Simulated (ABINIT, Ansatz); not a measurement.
# SrSiS3 (Pm-3m): zone-centre phonons, part 3 of 5

Wanted: the vibrations of SrSiS3 (Pm-3m) at Γ, by two programs.

ABINIT 10.8.3; DFT PBEsol, scalar-relativistic, plane waves, PseudoDojo norm-conserving pseudopotentials.

So far. Step 2 (Relaxation): The volume changes by +0.7 % from the cell with which this run began. Step 4 (Linear response at Γ): The acoustic modes at Γ come out as far as 5.7 cm⁻¹ from zero, where they should vanish, a small numerical error. The lowest optical mode is imaginary, 111i cm⁻¹, an instability at this level and on this k mesh. The relaxed cell has a = 4.624 Å (conventional setting).

The structure was built from a prototype and need not be the compound's stable phase.

## 5. Modes with the sum rule

anaddb reads the merged derivatives and imposes the acoustic sum rule.

File anaddb.abi:

```
ddb_filepath "gamma_DDB"
output_file "anaddb.abo"
outdata_prefix "anaddb"
asr 1
chneut 1
enunit 2
eivec 1
nph1l 1
qph1l 0.0 0.0 0.0 1.0
```

File mrgddb.in:

```
gamma_DDB
merged
2
dfpt_gammao_DDB
gso_DDB
```

The run is started by

```
> mrgddb < mrgddb.in > mrgddb.log
> OMP_NUM_THREADS=1 anaddb anaddb.abi > anaddb.log
```

anaddb.abo, the main output file:

```text
-outvars_anaddb: echo values of input variables ----------------------

 Miscellaneous information :
      enunit         2
       eivec         1
         asr         1
 First list of wavevector (reduced coord.) :
       nph1l         1
       qph1l
                     0.00000000E+00  0.00000000E+00  0.00000000E+00    1.000E+00

================================================================================

 read the DDB information and perform some checks

  ==== Info on the Cryst% object ====
 Real(R)+Recip(G) space primitive vectors, cartesian coordinates (Bohr,Bohr^-1):
 R(1)=  8.7377053  0.0000000  0.0000000  G(1)=  0.1144465  0.0000000  0.0000000
 R(2)=  0.0000000  8.7377053  0.0000000  G(2)=  0.0000000  0.1144465  0.0000000
 R(3)=  0.0000000  0.0000000  8.7377053  G(3)=  0.0000000  0.0000000  0.1144465
 Unit cell volume ucvol=  6.6710190E+02 bohr^3
 Angles (23,13,12)=  9.00000000E+01  9.00000000E+01  9.00000000E+01 degrees
 Time-reversal symmetry is present
 Reduced atomic positions [iatom, xred, symbol]:
    1)    0.0000000  0.0000000  0.0000000  Sr
    2)    0.5000000  0.5000000  0.5000000  Si
    3)    0.5000000  0.5000000  0.0000000   S
    4)    0.5000000  0.0000000  0.5000000   S
    5)    0.0000000  0.5000000  0.5000000   S

 DDB file with 3 blocks has been read.

================================================================================

 Treat the first list of vectors

  Phonon wavevector (reduced coordinates) :  0.00000  0.00000  0.00000
 Phonon energies in Hartree :
  -5.066009E-04 -5.066009E-04 -5.066009E-04  0.000000E+00  0.000000E+00
   0.000000E+00  2.778754E-04  2.778754E-04  2.778754E-04  3.670482E-04
   3.670482E-04  3.670482E-04  1.337846E-03  1.337846E-03  1.337846E-03
 Phonon energies in meV     :
- -1.378531E+01 -1.378531E+01 -1.378531E+01  0.000000E+00  0.000000E+00
-  0.000000E+00  7.561374E+00  7.561374E+00  7.561374E+00  9.987891E+00
-  9.987891E+00  9.987891E+00  3.640463E+01  3.640463E+01  3.640463E+01
 Phonon frequencies in cm-1    :
- -1.111861E+02 -1.111861E+02 -1.111861E+02  0.000000E+00  0.000000E+00
-  0.000000E+00  6.098659E+01  6.098659E+01  6.098659E+01  8.055777E+01
-  8.055777E+01  8.055777E+01  2.936232E+02  2.936232E+02  2.936232E+02
 Phonon frequencies in Thz     :
- -3.333274E+00 -3.333274E+00 -3.333274E+00  0.000000E+00  0.000000E+00
-  0.000000E+00  1.828332E+00  1.828332E+00  1.828332E+00  2.415061E+00
-  2.415061E+00  2.415061E+00  8.802601E+00  8.802601E+00  8.802601E+00
 Phonon energies in Kelvin  :
- -1.599719E+02 -1.599719E+02 -1.599719E+02  0.000000E+00  0.000000E+00
-  0.000000E+00  8.774610E+01  8.774610E+01  8.774610E+01  1.159047E+02
-  1.159047E+02  1.159047E+02  4.224582E+02  4.224582E+02  4.224582E+02

 Eigendisplacements
 (will be given, for each mode : in cartesian coordinates
   for each atom the real part of the displacement vector,
   then the imaginary part of the displacement vector - absolute values smaller than 1.0d-7 are set to zero)
  Mode number    1   Energy   -5.066009E-04
 Attention : low frequency mode.
   (Could be unstable or acoustic mode)
-  1  0.00000000E+00  0.00000000E+00  6.62374862E-05
-     0.00000000E+00  0.00000000E+00  0.00000000E+00
-  2  0.00000000E+00  0.00000000E+00  3.51548424E-03
-     0.00000000E+00  0.00000000E+00  0.00000000E+00
-  3  0.00000000E+00  0.00000000E+00  2.62255770E-04
-     0.00000000E+00  0.00000000E+00  0.00000000E+00
-  4  0.00000000E+00  0.00000000E+00 -1.76104723E-03
-     0.00000000E+00  0.00000000E+00  0.00000000E+00
-  5  0.00000000E+00  0.00000000E+00 -1.76104723E-03
-     0.00000000E+00  0.00000000E+00  0.00000000E+00
  Mode number    2   Energy   -5.066009E-04
 Attention : low frequency mode.
   (Could be unstable or acoustic mode)
-  1  0.00000000E+00 -6.62374862E-05  0.00000000E+00
-     0.00000000E+00  0.00000000E+00  0.00000000E+00
-  2  0.00000000E+00 -3.51548424E-03  0.00000000E+00
-     0.00000000E+00  0.00000000E+00  0.00000000E+00
-  3  0.00000000E+00  1.76104723E-03  0.00000000E+00
-     0.00000000E+00  0.00000000E+00  0.00000000E+00
-  4  0.00000000E+00 -2.62255770E-04  0.00000000E+00
-     0.00000000E+00  0.00000000E+00  0.00000000E+00
-  5  0.00000000E+00  1.76104723E-03  0.00000000E+00
-     0.00000000E+00  0.00000000E+00  0.00000000E+00
  Mode number    3   Energy   -5.066009E-04
 Attention : low frequency mode.
   (Could be unstable or acoustic mode)
-  1  6.62374862E-05  0.00000000E+00  0.00000000E+00
-     0.00000000E+00  0.00000000E+00  0.00000000E+00
-  2  3.51548424E-03  0.00000000E+00  0.00000000E+00
-     0.00000000E+00  0.00000000E+00  0.00000000E+00
-  3 -1.76104723E-03  0.00000000E+00  0.00000000E+00
-     0.00000000E+00  0.00000000E+00  0.00000000E+00
-  4 -1.76104723E-03  0.00000000E+00  0.00000000E+00
-     0.00000000E+00  0.00000000E+00  0.00000000E+00
-  5  2.62255770E-04  0.00000000E+00  0.00000000E+00
-     0.00000000E+00  0.00000000E+00  0.00000000E+00
  Mode number    4   Energy    0.000000E+00
 Attention : low frequency mode.
   (Could be unstable or acoustic mode)
-  1  0.00000000E+00  0.00000000E+00  1.60892842E-03
-     0.00000000E+00  0.00000000E+00  0.00000000E+00
-  2  0.00000000E+00  0.00000000E+00  1.60893090E-03
-     0.00000000E+00  0.00000000E+00  0.00000000E+00
-  3  0.00000000E+00  0.00000000E+00  1.60902926E-03
-     0.00000000E+00  0.00000000E+00  0.00000000E+00
-  4  0.00000000E+00  0.00000000E+00  1.60905026E-03
-     0.00000000E+00  0.00000000E+00  0.00000000E+00
-  5  0.00000000E+00  0.00000000E+00  1.60905026E-03
-     0.00000000E+00  0.00000000E+00  0.00000000E+00
  Mode number    5   Energy    0.000000E+00
 Attention : low frequency mode.
   (Could be unstable or acoustic mode)
-  1  0.00000000E+00  1.60892842E-03  0.00000000E+00
-     0.00000000E+00  0.00000000E+00  0.00000000E+00
-  2  0.00000000E+00  1.60893090E-03  0.00000000E+00
-     0.00000000E+00  0.00000000E+00  0.00000000E+00
-  3  0.00000000E+00  1.60905026E-03  0.00000000E+00
-     0.00000000E+00  0.00000000E+00  0.00000000E+00
-  4  0.00000000E+00  1.60902926E-03  0.00000000E+00
-     0.00000000E+00  0.00000000E+00  0.00000000E+00
-  5  0.00000000E+00  1.60905026E-03  0.00000000E+00
-     0.00000000E+00  0.00000000E+00  0.00000000E+00
  Mode number    6   Energy    0.000000E+00
 Attention : low frequency mode.
   (Could be unstable or acoustic mode)
-  1  1.60892842E-03  0.00000000E+00  0.00000000E+00
-     0.00000000E+00  0.00000000E+00  0.00000000E+00
-  2  1.60893090E-03  0.00000000E+00  0.00000000E+00
-     0.00000000E+00  0.00000000E+00  0.00000000E+00
-  3  1.60905026E-03  0.00000000E+00  0.00000000E+00
-     0.00000000E+00  0.00000000E+00  0.00000000E+00
-  4  1.60905026E-03  0.00000000E+00  0.00000000E+00
-     0.00000000E+00  0.00000000E+00  0.00000000E+00
-  5  1.60902926E-03  0.00000000E+00  0.00000000E+00
-     0.00000000E+00  0.00000000E+00  0.00000000E+00
  Mode number    7   Energy    2.778754E-04
-  1  0.00000000E+00  0.00000000E+00  0.00000000E+00
-     0.00000000E+00  0.00000000E+00  0.00000000E+00
-  2  0.00000000E+00  0.00000000E+00  0.00000000E+00
-     0.00000000E+00  0.00000000E+00  0.00000000E+00
-  3  0.00000000E+00  0.00000000E+00  0.00000000E+00
-     0.00000000E+00  0.00000000E+00  0.00000000E+00
-  4  0.00000000E+00  0.00000000E+00  2.92470830E-03
-     0.00000000E+00  0.00000000E+00  0.00000000E+00
-  5  0.00000000E+00  0.00000000E+00 -2.92470830E-03
-     0.00000000E+00  0.00000000E+00  0.00000000E+00
  Mode number    8   Energy    2.778754E-04
-  1  0.00000000E+00  0.00000000E+00  0.00000000E+00
-     0.00000000E+00  0.00000000E+00  0.00000000E+00
-  2  0.00000000E+00  0.00000000E+00  0.00000000E+00
-     0.00000000E+00  0.00000000E+00  0.00000000E+00
-  3  0.00000000E+00  2.92470830E-03  0.00000000E+00
-     0.00000000E+00  0.00000000E+00  0.00000000E+00
-  4  0.00000000E+00  0.00000000E+00  0.00000000E+00
-     0.00000000E+00  0.00000000E+00  0.00000000E+00
-  5  0.00000000E+00 -2.92470830E-03  0.00000000E+00
-     0.00000000E+00  0.00000000E+00  0.00000000E+00
  Mode number    9   Energy    2.778754E-04
-  1  0.00000000E+00  0.00000000E+00  0.00000000E+00
-     0.00000000E+00  0.00000000E+00  0.00000000E+00
-  2  0.00000000E+00  0.00000000E+00  0.00000000E+00
-     0.00000000E+00  0.00000000E+00  0.00000000E+00
-  3  2.92470830E-03  0.00000000E+00  0.00000000E+00
-     0.00000000E+00  0.00000000E+00  0.00000000E+00
-  4 -2.92470830E-03  0.00000000E+00  0.00000000E+00
-     0.00000000E+00  0.00000000E+00  0.00000000E+00
-  5  0.00000000E+00  0.00000000E+00  0.00000000E+00
-     0.00000000E+00  0.00000000E+00  0.00000000E+00
  Mode number   10   Energy    3.670482E-04
-  1  0.00000000E+00  0.00000000E+00  1.91501755E-03
-     0.00000000E+00  0.00000000E+00  0.00000000E+00
-  2  0.00000000E+00  0.00000000E+00 -1.45379402E-03
-     0.00000000E+00  0.00000000E+00  0.00000000E+00
-  3  0.00000000E+00  0.00000000E+00 -1.40487975E-03
-     0.00000000E+00  0.00000000E+00  0.00000000E+00
-  4  0.00000000E+00  0.00000000E+00 -1.27713688E-03
-     0.00000000E+00  0.00000000E+00  0.00000000E+00
-  5  0.00000000E+00  0.00000000E+00 -1.27713688E-03
-     0.00000000E+00  0.00000000E+00  0.00000000E+00
  Mode number   11   Energy    3.670482E-04
-  1  0.00000000E+00 -1.91501755E-03  0.00000000E+00
-     0.00000000E+00  0.00000000E+00  0.00000000E+00
-  2  0.00000000E+00  1.45379402E-03  0.00000000E+00
-     0.00000000E+00  0.00000000E+00  0.00000000E+00
-  3  0.00000000E+00  1.27713688E-03  0.00000000E+00
-     0.00000000E+00  0.00000000E+00  0.00000000E+00
-  4  0.00000000E+00  1.40487975E-03  0.00000000E+00
-     0.00000000E+00  0.00000000E+00  0.00000000E+00
-  5  0.00000000E+00  1.27713688E-03  0.00000000E+00
-     0.00000000E+00  0.00000000E+00  0.00000000E+00
  Mode number   12   Energy    3.670482E-04
-  1  1.91501755E-03  0.00000000E+00  0.00000000E+00
-     0.00000000E+00  0.00000000E+00  0.00000000E+00
-  2 -1.45379402E-03  0.00000000E+00  0.00000000E+00
-     0.00000000E+00  0.00000000E+00  0.00000000E+00
-  3 -1.27713688E-03  0.00000000E+00  0.00000000E+00
-     0.00000000E+00  0.00000000E+00  0.00000000E+00
-  4 -1.27713688E-03  0.00000000E+00  0.00000000E+00
-     0.00000000E+00  0.00000000E+00  0.00000000E+00
-  5 -1.40487975E-03  0.00000000E+00  0.00000000E+00
-     0.00000000E+00  0.00000000E+00  0.00000000E+00
  Mode number   13   Energy    1.337846E-03
-  1  0.00000000E+00  0.00000000E+00  2.38337115E-05
-     0.00000000E+00  0.00000000E+00  0.00000000E+00
-  2  0.00000000E+00  0.00000000E+00 -1.57216114E-03
-     0.00000000E+00  0.00000000E+00  0.00000000E+00
-  3  0.00000000E+00  0.00000000E+00  3.53219434E-03
-     0.00000000E+00  0.00000000E+00  0.00000000E+00
-  4  0.00000000E+00  0.00000000E+00 -1.11018464E-03
-     0.00000000E+00  0.00000000E+00  0.00000000E+00
-  5  0.00000000E+00  0.00000000E+00 -1.11018464E-03
-     0.00000000E+00  0.00000000E+00  0.00000000E+00
  Mode number   14   Energy    1.337846E-03
-  1  0.00000000E+00 -2.38337115E-05  0.00000000E+00
-     0.00000000E+00  0.00000000E+00  0.00000000E+00
-  2  0.00000000E+00  1.57216114E-03  0.00000000E+00
-     0.00000000E+00  0.00000000E+00  0.00000000E+00
-  3  0.00000000E+00  1.11018464E-03  0.00000000E+00
-     0.00000000E+00  0.00000000E+00  0.00000000E+00
-  4  0.00000000E+00 -3.53219434E-03  0.00000000E+00
-     0.00000000E+00  0.00000000E+00  0.00000000E+00
-  5  0.00000000E+00  1.11018464E-03  0.00000000E+00
-     0.00000000E+00  0.00000000E+00  0.00000000E+00
  Mode number   15   Energy    1.337846E-03
-  1  2.38337115E-05  0.00000000E+00  0.00000000E+00
-     0.00000000E+00  0.00000000E+00  0.00000000E+00
-  2 -1.57216114E-03  0.00000000E+00  0.00000000E+00
-     0.00000000E+00  0.00000000E+00  0.00000000E+00
-  3 -1.11018464E-03  0.00000000E+00  0.00000000E+00
-     0.00000000E+00  0.00000000E+00  0.00000000E+00
-  4 -1.11018464E-03  0.00000000E+00  0.00000000E+00
-     0.00000000E+00  0.00000000E+00  0.00000000E+00
-  5  3.53219434E-03  0.00000000E+00  0.00000000E+00
-     0.00000000E+00  0.00000000E+00  0.00000000E+00

 Analysis of degeneracies and characters (maximum tolerance=1.00E-06 a.u.)
 For each vibration mode, or group of modes if degenerate,
 the characters are given for each symmetry operation (see the list in the log file).
 Symmetry characters of vibration mode #   1
       degenerate with vibration modes #   2 to    3
  3.0 -3.0 -1.0  1.0 -1.0  1.0 -1.0  1.0  1.0 -1.0 -1.0  1.0  1.0 -1.0 -1.0  1.0
 -0.0  0.0  0.0 -0.0 -0.0  0.0  0.0 -0.0  1.0 -1.0 -1.0  1.0 -1.0  1.0  1.0 -1.0
 -0.0  0.0 -0.0  0.0  0.0 -0.0  0.0 -0.0  1.0 -1.0  1.0 -1.0 -1.0  1.0 -1.0  1.0
 Symmetry characters of vibration mode #   4
       degenerate with vibration modes #   5 to    6
  3.0 -3.0 -1.0  1.0 -1.0  1.0 -1.0  1.0  1.0 -1.0 -1.0  1.0  1.0 -1.0 -1.0  1.0
 -0.0  0.0 -0.0  0.0  0.0 -0.0  0.0 -0.0  1.0 -1.0 -1.0  1.0 -1.0  1.0  1.0 -1.0
 -0.0  0.0  0.0 -0.0  0.0 -0.0 -0.0  0.0  1.0 -1.0  1.0 -1.0 -1.0  1.0 -1.0  1.0
 Symmetry characters of vibration mode #   7
       degenerate with vibration modes #   8 to    9
  3.0 -3.0 -1.0  1.0 -1.0  1.0 -1.0  1.0 -1.0  1.0  1.0 -1.0 -1.0  1.0  1.0 -1.0
 -0.0  0.0  0.0 -0.0 -0.0  0.0  0.0 -0.0 -1.0  1.0  1.0 -1.0  1.0 -1.0 -1.0  1.0
 -0.0  0.0 -0.0  0.0  0.0 -0.0  0.0 -0.0 -1.0  1.0 -1.0  1.0  1.0 -1.0  1.0 -1.0
 Symmetry characters of vibration mode #  10
       degenerate with vibration modes #  11 to   12
  3.0 -3.0 -1.0  1.0 -1.0  1.0 -1.0  1.0  1.0 -1.0 -1.0  1.0  1.0 -1.0 -1.0  1.0
 -0.0  0.0 -0.0  0.0  0.0 -0.0  0.0 -0.0  1.0 -1.0 -1.0  1.0 -1.0  1.0  1.0 -1.0
 -0.0  0.0  0.0 -0.0  0.0 -0.0 -0.0  0.0  1.0 -1.0  1.0 -1.0 -1.0  1.0 -1.0  1.0
 Symmetry characters of vibration mode #  13
       degenerate with vibration modes #  14 to   15
  3.0 -3.0 -1.0  1.0 -1.0  1.0 -1.0  1.0  1.0 -1.0 -1.0  1.0  1.0 -1.0 -1.0  1.0
  0.0 -0.0 -0.0  0.0  0.0 -0.0 -0.0  0.0  1.0 -1.0 -1.0  1.0 -1.0  1.0  1.0 -1.0
  0.0 -0.0  0.0 -0.0 -0.0  0.0 -0.0  0.0  1.0 -1.0  1.0 -1.0 -1.0  1.0 -1.0  1.0
-
```

It took 0.67 s on 1 thread of Intel Xeon 6975P-C (Granite Rapids), shared host.

This step gave:

```yaml
highest_optical_zone_centre_mode_no_lo_to_term: 293.6 cm⁻¹
lowest_optical_zone_centre_mode: -111.2 cm⁻¹
```

No LO-TO term; unit eigenvectors of the mass-weighted matrix, from anaddb's displacements. The modes at Γ (shares of kinetic energy by element, %) (negative means imaginary):

```tsv
mode	frequency (cm⁻¹)	symmetry	Sr %	Si %	S %
1	-111.2	T1u	0	63	37
2	-111.2	T1u	0	63	37
3	-111.2	T1u	0	63	37
4	0.0	acoustic	41	13	45
5	0.0	acoustic	41	13	45
6	0.0	acoustic	41	13	45
7	61.0	T2u	0	0	100
8	61.0	T2u	0	0	100
9	61.0	T2u	0	0	100
10	80.6	T1u	59	11	31
11	80.6	T1u	59	11	31
12	80.6	T1u	59	11	31
13	293.6	T1u	0	13	87
14	293.6	T1u	0	13	87
15	293.6	T1u	0	13	87
```

Displacements in mode 1 (-111.2 cm⁻¹), the largest set to 1:
```
Sr1  0.00  0.00  0.02
Si2  0.00  0.00  1.00
S3   0.00  0.00  0.07
S4   0.00  0.00 -0.50
S5   0.00  0.00 -0.50
```

Displacements in mode 10 (80.6 cm⁻¹), the largest set to 1:
```
Sr1  0.00  0.00  1.00
Si2  0.00  0.00 -0.76
S3   0.00  0.00 -0.73
S4   0.00  0.00 -0.67
S5   0.00  0.00 -0.67
```

The rule also moves an optical mode by 1.3 cm⁻¹.

[end of part 3 of 5]

[Host names and launcher messages were left out of these logs when they were recorded.]

[Logs are printed without paths, hosts, clocks, repeated set-up lines and the standing remarks that a program may print on its own settings, such as how far it seeks lower states.]

[Hosts, paths, dates, database ids (printed as entryN), source tags and the programs' standing remarks are cut or masked in the printed files.]
